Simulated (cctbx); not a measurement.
# Interatomic vectors of H5C4IBr2N2

Space group P2_1/c (no. 14), a = 12.3920 Å, b = 5.4020 Å, c = 15.9370 Å, α = 90.00°, β = 127.73°, γ = 90.00°, content I4 Br8 N8 C16 H20.

Simulated single-crystal data (cctbx): Ag Kα, λ = 0.56087 Å, to d = 0.7 Å, 80 % of the full sphere, strongest reflection 40000 counts, noise from counting, a 3 % proportional error and a noise floor of 4 counts (s.d.); no absorption, some extinction.

Patterson synthesis from sharpened amplitudes, origin scaled to 1000:

```text
Patterson group P 1 2/m 1
      u       v       w   height  length (A)
  0.000   0.000   0.000   1000.0     0.00
  0.173   0.331   0.042    334.1     2.54
  0.000   0.150   0.500    314.2     8.01
  0.308   0.500   0.300    276.1     4.73
  0.482   0.000   0.848    273.9     7.71
  0.176   0.500   0.549    267.3     9.12
  0.308   0.364   0.802    236.0     6.56
  0.000   0.500   0.500    181.9     8.41
  0.482   0.166   0.346    180.2     5.16
  0.136   0.306   0.761    166.8     5.29
  0.136   0.173   0.261    166.5     3.52
  0.173   0.194   0.541    159.1     8.86
  0.346   0.326   0.092    124.6     4.00
  0.308   0.161   0.305    114.5     4.03
```

**Question.** Which atom pairs make the peaks, and where is the heaviest atom?

A peak at u stands for all pairs with xi − xj = u, with weight Σ ZiZj against Σ Z² = 22024 at the origin. Peak heights follow these weights only roughly, since form factors, motion and series ripples differ, all vectors within 0.55 Å of a peak are counted as merged into it though the farther ones add only part of their weight, and F(000) is left out, which lowers the whole map:

| u | v | w | shortest length (Å) | height | 1000 ΣZiZj/ΣZ² | pairs in the cell |
| --- | --- | --- | --- | --- | --- | --- |
| 0.173 | 0.331 | 0.042 | 2.55 | 334 | 345 | 4 × I–Br, 4 × N–C, 2 × C–H |
| 0.000 | 0.150 | 0.500 | 8.01 | 314 | 381 | 2 × I–I, 2 × Br–Br, 6 × C–C, 2 × N–N, 6 × H–H |
| 0.308 | 0.500 | 0.300 | 4.73 | 276 | 255 | 2 × I–I, 2 × H–H |
| 0.482 | 0.000 | 0.848 | 5.30 | 274 | 337 | 4 × I–Br |
| 0.176 | 0.500 | 0.549 | 8.08 | 267 | 337 | 4 × I–Br |
| 0.308 | 0.364 | 0.802 | 6.57 | 236 | 239 | 1 × I–I, 2 × Br–Br |
| 0.000 | 0.500 | 0.500 | 8.41 | 182 | 238 | 4 × Br–Br, 4 × N–N, 4 × C–C, 8 × H–H |
| 0.482 | 0.166 | 0.346 | 5.16 | 180 | 169 | 2 × I–Br, 2 × H–H |
| 0.136 | 0.306 | 0.761 | 5.29 | 167 | 168 | 2 × I–Br |
| 0.136 | 0.173 | 0.261 | 3.53 | 166 | 168 | 2 × I–Br |

The table stops at ten peaks or at a height of 45, below which ripples compete. In the model behind the data I, the heaviest element, has 1 independent site: (0.1541, 0.8165, 0.9003), up to an allowed shift of origin; the I–I vectors are differences of these positions and their symmetry mates. The whole model:

```
atom  mult.       x       y       z  Ueq (Å²)
  I1      4  0.1541  0.8165  0.9003    0.0092
 Br1      4  0.3288  0.1505  0.9471    0.0109
 Br2      4  0.9809  0.4880  0.8603    0.0139
  N1      4  0.3917  0.6407  0.2509    0.0191
  N2      4  0.1969  0.0117  0.1003    0.0225
  C1      4  0.3312  0.6369  0.1295    0.0204
  C2      4  0.3502  0.8203  0.2857    0.0197
  C3      4  0.2556  0.0101  0.2093    0.0203
  C4      4  0.2339  0.8206  0.0657    0.0178
  H1      4  0.3567  0.4877  0.1022    0.0388
  H2      4  0.4542  0.4931  0.2987    0.0431
  H3      4  0.4047  0.8359  0.3723    0.0427
  H4      4  0.2260  0.1640  0.2445    0.0429
  H5      4  0.1291  0.1556  0.0500    0.0370
```

The model is made up (kin elements in a known structure type, no relaxation), so it says nothing on whether the phase exists.

[Logs are printed without paths, hosts, clocks, repeated set-up lines and the standing remarks that a program may print on its own settings, such as how far it seeks lower states.]
